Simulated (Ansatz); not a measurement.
# MgO (Fm-3m):Se_O, thermodynamic levels from a 54-atom cell

Wanted: the transition levels of a substitutional impurity in MgO (Fm-3m), from a cell of 54 host atoms with 1 O taken out and 1 Se put in.

Method: place-levels on r2SCAN runs: charge-transition levels and formation energies with image-charge correction and potential alignment at the atomic sites; PAW set soft_1, in Ansatz 0.2.0.

**Measured values to reproduce.**

For MgO, rocksalt (bulk crystal), “Electronic structure of alkaline earth and post-transition metal oxides” (2009, arxiv:0908.1581) quotes earlier work: band gap (literature experimental gap) 7.83 eV [Literature value based on experiment; other listed experimental values range from 7.7 to …].

## 1. Set-up

The cell holds 54 atoms: 27 Mg, 26 O and 1 Se. Its edges and angles: a = 8.925 Å, b = 8.925 Å, c = 8.925 Å, α = 60.0°, β = 60.0°, γ = 60.0°. It derives from MgO (space group Fm-3m). Nearest the centre at fractional (0.500, 0.500, 0.500): Se28 at 0.00 Å, Mg51 at 2.10 Å, Mg47 at 2.10 Å, Mg35 at 2.10 Å, Mg45 at 2.10 Å, Mg29 at 2.10 Å, Mg33 at 2.10 Å, O30 at 2.98 Å.

Known beforehand: the electronic dielectric constant, 3.24, and the static one, 10.37, from a response run on this crystal (DFPT, PBEsol) at that run's own cell.

The cell's shortest repeat is 8.9 Å.

## 2. What was run first

Levels follow from differences of total energies between charge states, each relaxed by itself.

Each atom starts 0.05 Å or so off its site in a random direction: a symmetric start keeps its symmetry, and would miss off-centre moves and Jahn–Teller distortions. Forces are taken at one point at (¼, ¼, ¼). The cell holds 1 electron more than the neutral one, with a uniform background that keeps it neutral on the whole. The electron count is odd, so at least one spin is unpaired; this run locks the moment at 1 μB.

The sampling was tested on the host first: at the k-points planned (1x1x1 shifted 0.25 0.25 0.25) its energy lies 0.020 eV an atom from the dense-mesh value, under the bound of 0.02 eV set for this test; that bounds the host's error, not the defect's.

One of the inputs; charge, spin and start change from state to state.

qm1_M1.relax/input.yaml

```yaml
crystal:
  lattice:
    - [0.0, 6.31124291, 6.31124291]
    - [6.31124291, 0.0, 6.31124291]
    - [6.31124291, 6.31124291, 0.0]
  atoms:
    - { symbol: Mg, position: [0.0, 0.0, 0.0] }
    - { symbol: O, position: [0.16666667, 0.16666667, 0.16666667] }
[... 7 atom lines left out ...]
    - { symbol: O, position: [0.16666667, 0.5, 0.5] }
[... 1 atom line left out ...]
    - { symbol: O, position: [0.16666667, 0.5, 0.83333333] }
[... 3 atom lines left out ...]
    - { symbol: O, position: [0.16666667, 0.83333333, 0.5] }
[... 4 atom lines left out ...]
    - { symbol: Mg, position: [0.33333333, 0.0, 0.33333333] }
    - { symbol: O, position: [0.5, 0.16666667, 0.5] }
[... 1 atom line left out ...]
    - { symbol: O, position: [0.5, 0.16666667, 0.83333333] }
[... 1 atom line left out ...]
    - { symbol: O, position: [0.5, 0.5, 0.16666667] }
[... 1 atom line left out ...]
    - { symbol: Se, position: [0.5, 0.5, 0.5] }
    - { symbol: Mg, position: [0.33333333, 0.33333333, 0.66666667] }
    - { symbol: O, position: [0.5, 0.5, 0.83333333] }
[... 1 atom line left out ...]
    - { symbol: O, position: [0.5, 0.83333333, 0.16666667] }
    - { symbol: Mg, position: [0.33333333, 0.66666667, 0.33333333] }
    - { symbol: O, position: [0.5, 0.83333333, 0.5] }
    - { symbol: Mg, position: [0.33333333, 0.66666667, 0.66666667] }
[... 4 atom lines left out ...]
    - { symbol: O, position: [0.83333333, 0.16666667, 0.5] }
[... 3 atom lines left out ...]
    - { symbol: O, position: [0.83333333, 0.5, 0.16666667] }
    - { symbol: Mg, position: [0.66666667, 0.33333333, 0.33333333] }
    - { symbol: O, position: [0.83333333, 0.5, 0.5] }
    - { symbol: Mg, position: [0.66666667, 0.33333333, 0.66666667] }
[... 3 atom lines left out ...]
    - { symbol: Mg, position: [0.66666667, 0.66666667, 0.33333333] }
[... 2 atom lines left out ...]
    - { symbol: O, position: [0.83333333, 0.83333333, 0.83333333] }
  host:
    repeats: [3, 3, 3]
    atoms:
      - { symbol: Mg, position: [0.0, 0.0, 0.0] }
      - { symbol: O, position: [0.5, 0.5, 0.5] }
total_charge: -1
basis:
  ecutwfc: 500
  xc_grid: 2
hamiltonian:
  xc: r2scan
  pseudopotentials: { kind: paw, azcp: { folder: soft_1 } }
kpoints:
  mp_grid: { grid: [1, 1, 1], shift: [0.25, 0.25, 0.25] }
magnetization:
  spin_polarized: true
  initial_magnetization: 1
  spin_locking: { lock_magnetization: hard }
scf:
  occupations: { method: fixed }
  max_iter: 100
output:
  forces: true
  charged_corrections:
    epsilon: 3.24
    static_epsilon: 10.37
    defect_position: [0.5, 0.5, 0.5]
relax:
  f_tol: 0.02
  max_steps: 80
  random_displacement: { amplitude: 0.05, seed: 7937 }
checkpoint:
  write: "../qm1_M1.relax.run"
  compress: false
  write_wavefunctions: true
  write_every: 100000
```

Launch:

```console
ansatz run input.yaml --threads 4 --pin off --max-ram 7536MiB --backend cpu --events-out ev --progress --plain --runs-dir out
```

The relaxed structure is kept and the sampling changed to a 2×2×2 shifted mesh.

The run of this state that the levels use, under r2SCAN:

qm1_M1.point/input.yaml

```yaml
crystal:
  checkpoint: "../qm1_M1.relax.run"
  host: checkpoint
total_charge: -1
basis:
  ecutwfc: 500
  xc_grid: 2
hamiltonian:
  xc: r2scan
  pseudopotentials: { kind: paw, azcp: { folder: soft_1 } }
kpoints:
  mp_grid: { grid: [2, 2, 2], shift: [0.5, 0.5, 0.5] }
magnetization:
  spin_polarized: true
  initial_magnetization: 1
  spin_locking: { lock_magnetization: hard }
scf:
  occupations: { method: fermi_dirac, width: 0.01 }
  max_iter: 100
output:
  forces: true
  eigenvalues: true
  charged_corrections:
    epsilon: 3.24
    static_epsilon: 10.37
    defect_position: [0.5, 0.5, 0.5]
  eigenstates: { localisation: true }
  populations: true
  efg: {}
  band_densities: [{ bands: [v1, v1] }, { bands: [c1, c1] }]
  write_density: true
  write_potential: true
  volumetric_format: npy
  elf: true
checkpoint:
  read: "../qm1_M1.relax.run"
  write: "../qm1_M1.point.run"
  compress: false
  write_wavefunctions: false
  write_every: 100000
```

Relaxations under r2SCAN at one point at (¼, ¼, ¼); times on 4 threads of Arm Neoverse V1, shared host:

```
charge  moment (μB)  occupations    outcome  steps  largest displacement against the far atoms (Å)     time
    −1            1        fixed  converged      7                                            0.21  3.1 min
     0            0        fixed  converged      5                                            0.20     70 s
    +1            1        fixed  converged      7                                            0.25  4.5 min
```

Single points under r2SCAN at a 2×2×2 shifted mesh; times on 4 threads of Arm Neoverse V1, shared host:

```
charge  moment (μB)  occupations    outcome     time
    −1            1  fermi-dirac  converged  2.8 min
     0            0  fermi-dirac  converged     72 s
    +1            1  fermi-dirac  converged  3.5 min
```

Distances (Å) from Se28 to the nearest atoms after relaxation with r2SCAN:

```
charge  moment (μB)       1.       2.       3.       4.       5.       6.
    −1            1  Mg 2.31  Mg 2.31  Mg 2.31  Mg 2.31  Mg 2.31  Mg 2.31
     0            0  Mg 2.31  Mg 2.31  Mg 2.31  Mg 2.31  Mg 2.31  Mg 2.31
    +1            1  Mg 2.33  Mg 2.33  Mg 2.34  Mg 2.34  Mg 2.34  Mg 2.34
```

## 3. Levels against the band edges, r2SCAN

A charged cell interacts with its images and the background, and its potential has another zero than the host's. place-levels removes the first by a point-charge model, screened by the static dielectric constant since the ions have relaxed around the charge, and the second by comparing potentials at atoms far from the defect.

The host is a run of the defect-free crystal in the same cutoffs, grids and k-points, so that basis and sampling errors cancel in part in the differences. The host is run in a cell of 2 atoms on a matching mesh. Its band edges are searched through the zone by a band path, so the gap is smaller than, or equal to, that on the mesh. Chemical potentials are energies per atom of O (O2 molecule) and Se (trigonal (grey) selenium), run with the same functional and cutoff.

levels.point.yaml

```yaml
host:
  run: host.point.run
states: [qm1_M1.point.run, q0.point.run, qp1_M1.point.run]
geometry_from:
  qm1_M1.point.run: qm1_M1.relax.run
  q0.point.run: q0.relax.run
  qp1_M1.point.run: qp1_M1.relax.run
chemical_potentials:
  O:
    energy: -565.989614
    dataset: <sha256 of the dataset>
  Se:
    energy: -5478.140172
    dataset: "<sha256 of the dataset>"
epsilon: 3.24
static_epsilon: 10.37
vertical:
  - { from: qm1_M1.point.run, to: qm1_M1.point_neutral.run }
  - { from: qp1_M1.point.run, to: qp1_M1.point_neutral.run }
```

Launch:

```console
ansatz place-levels levels.point.yaml -- --threads 4 --pin off --max-ram 7536MiB
```

Numbers of over 12 decimals in the logs are rounded to 6 here.

What it wrote:

```text
[... repeated set-up lines and file paths are left out, and long positions are rounded to six places ...]
(+1/0) 0.517 eV above the valence edge, 5.161 eV under the conduction edge
(0/-1) 5.720 eV above the valence edge (+7.056 eV without the band-filling correction), in the conduction band
formation energy of charge +1: +7.354 eV with the Fermi level at the valence edge
formation energy of charge 0: +7.872 eV with the Fermi level at the valence edge
formation energy of charge -1: +13.592 eV with the Fermi level at the valence edge
vertical -1 to 0: no energy, since no alignment is typed
  the change from vertical[0].from (qm1_M1.point.run) to vertical[0].to (qm1_M1.point_neutral.run): by its potential at epsilon 3.24 it stands at 0.001 0.998 0.001, with an rms radius of about 4.3 Å (2.5 2.5 2.5 Å across the planes of the cell's vectors); [...]
vertical +1 to 0: no energy, since no alignment is typed
  the change from vertical[1].from (qp1_M1.point.run) to vertical[1].to (qp1_M1.point_neutral.run): by its potential at epsilon 3.24 it stands at 0.500 0.499 0.500, with an rms radius of about 2.3 Å (1.2 1.0 1.7 Å across the planes of the cell's vectors); [...]
  edges by r2scan, gap 5.678 eV; the host is sampled to repeats of 17.85 Å
  the defect's cells are sampled to repeats of 17.85 Å, like sampling
  charge +1: -72367.1900 eV with its correction of +0.653 eV, at epsilon 10.37, aligned at sites: +0.4005 eV, mean over 21 atomic sites at or beyond 4.46 Å from the defect at [0.5000, 0.5000, 0.5000], with -0.000000 for the charge's moments and without [...]
  charge 0: +0.000 eV for its dipole among its images, +0.000 omitted
  charge -1: -72344.2479 eV with its correction of -0.252 eV, at epsilon 10.37, aligned at sites: +0.5038 eV, mean over 21 atomic sites at or beyond 4.46 Å from the defect at [0.5000, 0.5000, 0.5000], with +0.000000 for the charge's moments and without [...]
  of states[2] (qp1_M1.point.run): it parts from the run at its places by a charge that spreads by about 1.7 Å along one vector (1.3 Å or more is wide), by its potential at epsilon 3.24, taken for that of held ions (one typed too small widens it), where the [...]
  of states[1] (q0.point.run): its alignment with the host at atomic sites is doubtful: the cell is too small to show whether the defect's potential has decayed: take a larger one
  of states[0] (qm1_M1.point.run): it parts from the run at its places by a charge that spreads by about 2.5 Å along one vector (1.3 Å or more is wide), by its potential at epsilon 3.24, taken for that of held ions (one typed too small widens it), where the [...]
  of vertical[0].from (qm1_M1.point.run): its moments are held at its close (magnetization.spin_locking), by a field of 0.413 eV a Bohr magneton, and its energy and levels are of the state that this holds: a run that lets them go can end lower; [...]
  of vertical[1].from (qp1_M1.point.run): stability_check_not_made; [...]
```

Run time: 0.35 s. Hardware: 4 threads of Arm Neoverse V1, shared host.

Levels between the charges placed, in eV above the valence top:

```
        gap (eV)  (+1/0)  (0/−1)
r2SCAN      5.68    0.52    5.72
```

Corrections by state:

```
charge  moment (μB)  image terms and alignment (eV)  band filling (eV)  ε used  over the lowest of its charge, as the program ranks them, band filling apart (eV)
    +1          1.0                           0.653                  -   10.37                                                                              0.000
     0          0.0                           0.000                  -       -                                                                              0.000
    −1          1.0                          -0.252             -1.336   10.37                                                                              0.000
```

The charged structures listed were also run neutral, and place-levels reads from each pair, by the potential or the spins, how wide the charge is by which they differ; that can be the carrier of either run.

```
charge  rms radius (Å)  spread where it is widest against the cell (Å)  wide from (Å)  reading
    +1             2.3                                            1.67           1.26     wide
    −1             4.3                                            2.47           1.26     wide
```

The neutral runs of these pairs need not share the spin of the lowest neutral state, and very wide values only mean spread over the cell.

From the program's caveats on the states, each cut to its opening words:

- charge +1 (1 μB): it parts from the run at its places by a charge that spreads by about 1.7 Å along one vector (1.3 Å or more is wide), by its potential at epsilon 3.24, taken [...]
- charge +1 (1 μB), 0, −1 (1 μB): its alignment with the host at atomic sites is doubtful: the cell is too small to show whether the defect's potential has decayed: take a larger one
- charge +1 (1 μB): the host's ions (past the first shell or, of a walk that freed a part, those that it held) aren't shown at rest: they stand up to 0.053 Å off their sites, 0.92 [...]
- charge +1 (1 μB), −1 (1 μB): flagged: stability check not made
- charge −1 (1 μB): it parts from the run at its places by a charge that spreads by about 2.5 Å along one vector (1.3 Å or more is wide), by its potential at epsilon 3.24, taken [...]
- charge −1 (1 μB): a band-filling correction moves a carrier to the host's band edge, which changes its energy by -1.336 eV
- charge −1 (1 μB): its moments are held at its close (magnetization.spin_locking), by a field of 0.413 eV a Bohr magneton, and its energy and levels are of the state that this [...]

The host's formation energy from the elements is -2.963 eV per atom; it sets how far the chemical potentials can move.

Limit set by the element alone; other compounds of these elements are not counted. Chemical potentials from the elements' reference states: Mg 0.00 eV, O -5.93 eV, Se 0.00 eV. Formation energies (Mg-rich), with the Fermi level at the valence top and at the conduction bottom (gap 5.68 eV):

```
charge  at valence top (eV)  at conduction bottom (eV)  correction included (eV)
    +1                 1.43                       7.11                      0.65
     0                 1.95                       1.95                      0.00
    −1                 7.67                       1.99                     -1.59
```

```json
{"Fermi level (eV)": "0.00", "lowest formation energy (eV)": "1.43"}
{"Fermi level (eV)": "0.52", "lowest formation energy (eV)": "1.95"}
{"Fermi level (eV)": "1.03", "lowest formation energy (eV)": "1.95"}
{"Fermi level (eV)": "1.55", "lowest formation energy (eV)": "1.95"}
{"Fermi level (eV)": "2.06", "lowest formation energy (eV)": "1.95"}
{"Fermi level (eV)": "2.58", "lowest formation energy (eV)": "1.95"}
{"Fermi level (eV)": "3.10", "lowest formation energy (eV)": "1.95"}
{"Fermi level (eV)": "3.61", "lowest formation energy (eV)": "1.95"}
{"Fermi level (eV)": "4.13", "lowest formation energy (eV)": "1.95"}
{"Fermi level (eV)": "4.65", "lowest formation energy (eV)": "1.95"}
{"Fermi level (eV)": "5.16", "lowest formation energy (eV)": "1.95"}
{"Fermi level (eV)": "5.68", "lowest formation energy (eV)": "1.95"}
```

Limit set by the element alone; other compounds of these elements are not counted. Chemical potentials from the elements' reference states: O 0.00 eV, Mg -5.93 eV, Se 0.00 eV. Formation energy by charge state (O-rich; gap 5.68 eV):

```
charge  at valence top (eV)  at conduction bottom (eV)  correction included (eV)
    +1                 7.35                      13.03                      0.65
     0                 7.87                       7.87                      0.00
    −1                13.59                       7.91                     -1.59
```

```
Fermi level (eV)  lowest formation energy (eV)
            0.00                          7.35
            0.52                          7.87
            1.03                          7.87
            1.55                          7.87
            2.06                          7.87
            2.58                          7.87
            3.10                          7.87
            3.61                          7.87
            4.13                          7.87
            4.65                          7.87
            5.16                          7.87
            5.68                          7.87
```

## 4. Effect of the sampling

The relaxations' own energies give the levels at their sampling, for comparison.

levels.relax_mesh.yaml

```yaml
host:
  run: host.relax.run
states: [qm1_M1.relax.run, q0.relax.run, qp1_M1.relax.run]
chemical_potentials:
  O:
    energy: -565.989614
    dataset: <sha256 of the dataset>
  Se:
    energy: -5478.140172
    dataset: "<sha256 of the dataset>"
```

Launch:

```console
ansatz place-levels levels.relax_mesh.yaml -- --threads 4 --pin off --max-ram 7536MiB
```

What it wrote:

```text
(+1/0) 0.637 eV above the valence edge, 5.022 eV under the conduction edge
[...]
formation energy of charge +1: +7.379 eV with the Fermi level at the valence edge
formation energy of charge 0: +8.016 eV with the Fermi level at the valence edge
formation energy of charge -1: +13.722 eV with the Fermi level at the valence edge
  edges by r2scan, gap 5.659 eV; the host is sampled to repeats of 8.93 Å
[... the lines on each state left out ...]
```

The job ended after 0.12 s (4 threads).

Levels between neighbouring charges, in eV above the valence top:

```
                        gap (eV)  (+1/0)  (0/−1)
one point at (¼, ¼, ¼)      5.66    0.64    5.71
  a 2×2×2 shifted mesh      5.68    0.52    5.72
```

Going from one point at (¼, ¼, ¼) to a 2×2×2 shifted mesh moves the levels that carry no band-filling term by up to 0.12 eV and formation energies against the elements by up to 0.14 eV; band-filling terms, which differ between samplings, are in these energies.

## 5. Outcome

```yaml
gap_of_the_host: 5.68 eV (r2SCAN)
level_plus_1_over_0: 0.52 eV above the valence top
level_0_minus_1: 5.72 eV above the valence top, past the conduction bottom (7.06 eV above the valence top without the band-filling term)
lowest_of_the_charges_placed_just_above_the_valence_top_0p02_ev: +1
lowest_of_the_charges_placed_just_below_the_conduction_bottom_0p02_ev: 0
lowest_formation_energy_at_mid_gap_of_the_charges_run_mg_rich: 1.95 eV
lowest_formation_energy_at_mid_gap_of_the_charges_run_o_rich: 7.87 eV
```

What this shows: Of the charges placed (−1, 0 and +1), the lowest changes at 0.52 eV (+1/0) above the valence top, in a gap of 5.68 eV. (+1/0) lies nearer to a band edge than the share of the finite-size correction in it (0.65 eV), and that correction holds for a localised charge alone. Charges above +1 were not placed, so these runs say nothing of levels that involve them. States placed: +1 at 1 μB; 0 at 0 μB; −1 at 1 μB. Other spin states or structures, where not listed, weren't placed. The program finds carriers beyond a band edge of the host and adds a band-filling term at charge −1 (-1.34 eV); steps to such a charge show no bound level, and a defect level inside a band would be read the same way. Se is taken at its element; compounds, which aren't counted here, bound the chemical potentials and would shift these formation energies. Going from one point at (¼, ¼, ¼) to a 2×2×2 shifted mesh moves the levels that carry no band-filling term by up to 0.12 eV and formation energies against the elements by up to 0.14 eV; band-filling terms, which differ between samplings, are in these energies. The program doubts the alignment of potentials for at least one state, a sign that the cell is small. What this leaves open: the images are only 8.9 Å apart; r2SCAN makes the gap too small and tends to spread out bound carriers; where a gas molecule sets a chemical potential or the host's formation energy, its binding is uncorrected; force components of up to 0.20 eV/Å remain in a run at the final settings.

Comparison with the measured values:

| quantity | measured | r2SCAN |
| --- | --- | --- |
| band gap (least gap of the host) (eV) | 7.83 | 5.68 (-2.15 eV) |

Measured values from arxiv:0908.1581 (2009).

How well it matches: The band gap is off by -2.15 eV: a clear miss. Local and semilocal functionals usually give gaps below the measured ones. Zero-point and thermal motion shift the measured gap.

[Logs are printed without paths, hosts, clocks, repeated set-up lines and the standing remarks that a program may print on its own settings, such as how far it seeks lower states.]

[Hosts, paths, dates, database ids (printed as entryN), source tags and the programs' standing remarks are cut or masked in the printed files.]

[Where a table of states has a column of steps, it counts the stored structures, which are thinned; the runs took as many ionic steps or more.]

[A defect's name tells the site on which it was built; relaxed atoms can leave that site.]

[For some hosts the program warned that the k-mesh of the response run may be too coarse for force constants and the static dielectric constant; such warnings are not shown here.]
